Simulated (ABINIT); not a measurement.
# A GW chain in ABINIT: MgO (Fm-3m), part 3 of 3

Wanted: ground state, empty states, screening and self-energy for MgO (Fm-3m).

ABINIT 10.8.3; PBE and many-body steps on it, plane waves. Known limits of the many-body steps: not at the basis limit.

So far. Step 4 (Empty states on the mesh, 6×6×6 mesh, 152 bands): On this mesh the gap is 4.895 eV. Step 5 (Screening, 6×6×6 mesh, 144 bands, screening to 261.2 eV): Local fields lower ε∞ by 7 %.

## 6. Self-energy, 6×6×6 mesh, 144 bands, screening to 261.2 eV

The self-energy is evaluated for the states that the input lists, and the levels follow from it, in one-shot runs by the linearised quasiparticle equation.

This step: G0W0 on PBE, plane waves, norm-conserving pseudopotentials.

Contents of run.abi:

```
acell 3*1.0 Angstrom
rprim 
  -0.000000000000 2.097001392700 2.097001392700
  2.097001392700 0.000000000000 2.097001392700
  2.097001392700 2.097001392700 0.000000000000
ntypat 2
znucl 12 8
natom 2
typat 1 2
xred 
  0.000000000000 0.000000000000 0.000000000000
  0.500000000000 0.500000000000 0.500000000000
pp_dirpath "pseudos"
pseudos "Mg.upf, O.upf"
ecut 38
ngkpt 6 6 6
nshiftk 1
shiftk 0 0 0
kptopt 1
chksymbreak 0
istwfk *1
occopt 1
irdwfk 1
optdriver 4
nband 144
gwcalctyp 0
ecutsigx 38
symsigma 1
nkptgw 1
kptgw 
  0.0000000000 0.0000000000 0.0000000000
bdgw 
  6 12
ecuteps 9.6
irdscr 1
ppmodel 1
indata_prefix "in"
outdata_prefix "out"
tmpdata_prefix "tmp"
```

The run is started by

```bash
> OMP_NUM_THREADS=1 mpirun -n 8 abinit run.abi > log
```

Numbers of over 12 decimals in the logs are rounded to 6 here.

Output:

```text
.Version 10.8.3 of ABINIT. v10.8.2 released Aug 2026.

 Symmetries : space group Fm -3 m (#225); Bravais cF (face-center cubic)
[... echo of the input left out ...]
== DATASET  1 ==================================================================
-   mpi_nproc: 8, omp_nthreads: 1 (-1 if OMP is not activated)

--- !DatasetInfo
iteration_state: {dtset: 1, }
dimensions: {natom: 2, nkpt: 16, mband: 144, nsppol: 1, nspinor: 1, nspden: 1, mpw: 1411, }
cutoff_energies: {ecut:  38.0, pawecutdg:  -1.0, }
electrons: {nelect:   1.60000000E+01, charge:   0.00000000E+00, occopt:   1.00000000E+00, tsmear:   1.00000000E-02, }

 SIGMA: Calculation of the GW corrections

 Based on a program developped by R.W. Godby, V. Olevano, G. Onida, and L. Reining.
 Incorporated in ABINIT by V. Olevano, G.-M. Rignanese, and M. Torrent.
.Using double precision arithmetic ; gwpc =  8

[... cell and pseudopotentials left out ...]
--------------------------------------------------------------------------------

 ==== K-mesh for the wavefunctions ====
 Number of points in the irreducible wedge :    16
[... list of points left out ...]
 Together with 48 symmetry operations and time-reversal symmetry
 yields   216 points in the full Brillouin Zone.

 ==== Q-mesh for screening function ====
 Number of points in the irreducible wedge :    16
[... list of points left out ...]
 Together with 48 symmetry operations and time-reversal symmetry
 yields   216 points in the full Brillouin Zone.

 vcoul_init : cutoff-mode = AUXILIARY_FUNCTION
 q-points for optical limit:   1
     1)      0.000010    0.000020    0.000030
 setmesh: FFT mesh size selected  =    32x   32x   32
          total number of points  =        32768

 Number of electrons calculated from density =   16.0000; Expected =   16.0000
 average of density, n =  0.128557
 r_s =    1.2291
 omega_plasma =   34.5863 [eV]

 === KS Band Gaps ===
  >>>> For spin  1
   Minimum direct gap =   4.8948 [eV], located at k-point      :   0.0000  0.0000  0.0000
   Fundamental gap    =   4.8948 [eV], Top of valence bands at :   0.0000  0.0000  0.0000
                                       Bottom of conduction at :   0.0000  0.0000  0.0000
 SIGMA fundamental parameters:
 PLASMON POLE MODEL  1
 number of plane-waves for SigmaX                 1411
 number of plane-waves for SigmaC and W            169
 number of plane-waves for wavefunctions          1411
 number of bands                                   144
 number of independent spin polarizations            1
 number of spinorial components                      1
 number of k-points in IBZ                          16
 number of q-points in IBZ                          16
 number of symmetry operations                      48
 number of k-points in BZ                          216
 number of q-points in BZ                          216
 number of frequencies for dSigma/dE                 9
 frequency step for dSigma/dE [eV]                0.25
 number of omega for Sigma on real axis              0
 max omega for Sigma on real axis  [eV]           0.00
 zcut for avoiding poles [eV]                     0.10

 EPSILON^-1 parameters (SCR file):
 dimension of the eps^-1 matrix on file            169
 dimension of the eps^-1 matrix used               169
 number of plane-waves for wavefunctions          1411
 number of bands                                   144
 number of q-points in IBZ                          16
 number of frequencies                               2
 number of real frequencies                          1
 number of imag frequencies                          1

 matrix elements of self-energy operator (all in [eV])

 Perturbative Calculation

--- !SelfEnergy_ee
iteration_state: {dtset: 1, }
kpoint     : [   0.000,    0.000,    0.000, ]
spin       : 1
KS_gap     :    4.895
QP_gap     :    7.253
Delta_QP_KS:    2.359
data: !SigmaeeData |
     Band     E0 <VxcDFT>   SigX SigC(E0)      Z dSigC/dE  Sig(E)    E-E0       E
        6   4.841 -20.153 -25.631   3.629   0.808  -0.238 -21.647  -1.493   3.348
        7   4.841 -20.153 -25.631   3.629   0.808  -0.238 -21.647  -1.493   3.348
        8   4.841 -20.153 -25.631   3.629   0.808  -0.238 -21.647  -1.493   3.348
        9   9.736 -13.562  -8.944  -3.605   0.855  -0.170 -12.696   0.866  10.601
       10  20.877  -9.643  -3.728  -4.683   0.866  -0.155  -8.577   1.066  21.943
       11  20.877  -9.643  -3.728  -4.683   0.866  -0.155  -8.577   1.066  21.943
       12  20.877  -9.643  -3.728  -4.683   0.866  -0.155  -8.577   1.066  21.943

== END DATASET(S) ==============================================================
================================================================================

 -outvars: echo values of variables after computation  --------
           etotal      0.0000000000E+00
            nband         144
             nkpt          16
          spgroup         225
 [... the other variables as echoed above ...]

 Calculation completed.
```

It took 4.6 s on 8 MPI ranks of Intel Xeon Platinum 8488C (Sapphire Rapids), shared host; peak memory 1.2 GiB.

Numbers from this step:

```
G0W0 gap on the points computed              : 7.253 eV
starting gap on the mesh                     : 4.895 eV
k of the valence top                         : 0, 0, 0
k of the conduction bottom                   : 0, 0, 0
Z at the valence top                         : 0.808
Z at the conduction bottom                   : 0.855
least direct G0W0 gap on the computed points : 7.253 eV
```

The gap on the mesh goes from 4.89 eV to 7.25 eV, a correction of +2.36 eV.

Limits: finite bands, cutoff and mesh. v1 is the top filled band, c1 the lowest empty one. Levels before and after the correction, in eV, zero at the valence-band top of each column:

```tsv
	conduction bottom	valence top
Kohn-Sham	4.89	0.00
G0W0	7.25	0.00
```

```tsv
	level	energy (eV)
Kohn-Sham	Γ v3-v1	0.000
Kohn-Sham	Γ c1	4.895
Kohn-Sham	Γ c2-c4	16.036
G0W0	Γ v3-v1	0.000
G0W0	Γ c1	7.253
G0W0	Γ c2-c4	18.595
```

## 7. Where the time went

Times are wall times on 8 MPI ranks of Intel Xeon Platinum 8488C (Sapphire Rapids), shared host, good to a factor of about two.

```tsv
step	time	share	memory (GiB)
ground state	3.1 s	5 %	0.55
bands along the symmetry lines	2.7 s	4 %	0.08
empty states on the mesh	4.8 s	7 %	1.3
screening	52 s	77 %	1.5
self-energy	4.6 s	7 %	1.2
```

## 8. Outcome

| Property | Result |
| --- | --- |
| PBE gap | 4.89 eV, direct |
| G0W0 gap on the mesh | 7.25 eV |
| GW settings | 6×6×6 mesh, 144 bands, screening to 261.2 eV, Godby-Needs plasmon pole |
| known limits | not at the basis limit |

**Reading.** G0W0 moves the gap on the mesh from 4.89 eV to 7.25 eV (+2.36 eV), with Z of 0.81 and 0.85 at the edges. Local fields lower the RPA ε∞ on this mesh from 3.24 to 3.02. Only 1 of the mesh's irreducible points was corrected, so a valley elsewhere could overtake. The dearest step here is «screening». Against experiment, by G0W0@PBE: the gap of 7.25 eV lies −0.58 eV from the measured 7.83 eV (kind not stated, quoted 2009); the direct gap of 7.25 eV lies −0.58 eV from the measured 7.83 eV (direct, quoted 2021). An exciton line or allowed optical edge lies below the quasiparticle gap by the binding energy; a forbidden edge can push the onset above it. The calculation has static nuclei and no excitons; a measured gap holds zero-point and thermal motion, which mostly lowers it. Against the values above the computed gap that would widen the miss. A likelier cause is too strong a screening: the start's gap is only 4.89 eV, and one shot does not repair that. Bands and cutoff are finite, so the gap is not at the basis limit. The miss can reach some tenths of an eV and take either sign; the mesh is an error of its own. In the G0W0 run levels were corrected at 1 k point alone, so a gap called «on the mesh» is the least over those, and an edge elsewhere would be missed.

[Paths, hosts, dates, memory and timing lines, banners, echoed tables and standing remarks are left out of the program output.]

[Logs are printed without paths, hosts, clocks, repeated set-up lines and the standing remarks that a program may print on its own settings, such as how far it seeks lower states.]

[Runs of the session that timed out or met a known fault of the program may be left out.]

[No measured gap is set beside runs whose start may be inverted or whose files or cutoffs have a known fault.]

[Hosts, paths, dates, database ids (printed as entryN), source tags and the programs' standing remarks are cut or masked in the printed files.]

[G0W0 gaps are taken among the corrected bands and points alone; a level outside them can change the order at an edge.]

[Where Ansatz stands beside ABINIT at settings called matched, ABINIT's density can come from a denser mesh and the files from another edition; pairs whose starting gaps differed by over 0.03 eV were left out, so agreement reads better than it is.]
